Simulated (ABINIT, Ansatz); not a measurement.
# Calculated records

Quasiparticle gap of TiO2 (Rutile) in ABINIT. It takes space group P4_2/mnm (No. 136, tetragonal). Conventional cell: a = 4.592 Å, b = 4.592 Å, c = 2.957 Å, α = 90.00°, β = 90.00°, γ = 90.00°. Ti has 6 O at 1.95 to 1.98 Å nearest. Nearest to O lie 3 Ti at 1.95 to 1.98 Å. Farther neighbours, and contacts between anions beyond the nearest, are not listed. The calculation used RPA screening on PBE, plane waves, norm-conserving pseudopotentials (and 2 further levels or steps) in ABINIT 10.8.3, with cutoff 38 Ha, PseudoDojo scalar-relativistic 0.4.1 standard, norm-conserving, potential set dojo-sr-pbe-0.4.1-standard, ngkpt (4, 4, 4), nband 191, ecuteps 6.4 Ha, inclvkb 2, shiftk (0, 0, 0), symchi 1, awtr 1, frequency ppm, 4×4×4 k-mesh. The PBE gap is 1.92 eV, direct, the G0W0 gap on the mesh is 3.34 eV and the GW settings are 4×4×4 mesh, 191 bands, screening to 174.2 eV, Godby-Needs plasmon pole. The known limits are short of the basis limit; coarse k mesh. It took 5 runs, 17 min in all on 8 MPI ranks of Arm Neoverse N1, shared host. G0W0 moves the gap on the mesh from 1.92 eV to 3.34 eV (+1.43 eV), with Z of 0.76 and 0.78 at the edges. Local fields lower the RPA ε∞ on this mesh from 8.97 to 8.54; a Γ-centred mesh this coarse tends to raise both, most where the direct gap is narrow, while a short band sum lowers them. The program's warnings: nkpt*nsppol () is not a multiple of nproc spkpt (). The cell and positions come from the Crystallography Open Database and are kept as given unless a step says otherwise. The 4×4×4 mesh is coarse for this cell, which bears on the long-range parts of exchange and screening.

[Paths, hosts, dates, memory and timing lines, banners, echoed tables and standing remarks are left out of the program output; an Ansatz launch command may be rebuilt from the run's recorded settings. Measured values are a selection of at most five: reports struck by readers or far from the other reports are left out. None is set beside runs whose start may be inverted or whose files or cutoffs have a known fault.]

[Runs of the session that timed out or met a known fault of the program may be left out.]

[Hosts, paths, dates, database ids (printed as entryN), source tags and the programs' standing remarks are cut or masked in the printed files.]

[G0W0 gaps are taken among the corrected bands and points alone; a level outside them can change the order at an edge.]

[Where Ansatz stands beside ABINIT at settings called matched, ABINIT's density can come from a denser mesh and the files from another edition; pairs whose starting gaps differed by over 0.03 eV were left out, so agreement reads better than it is.]
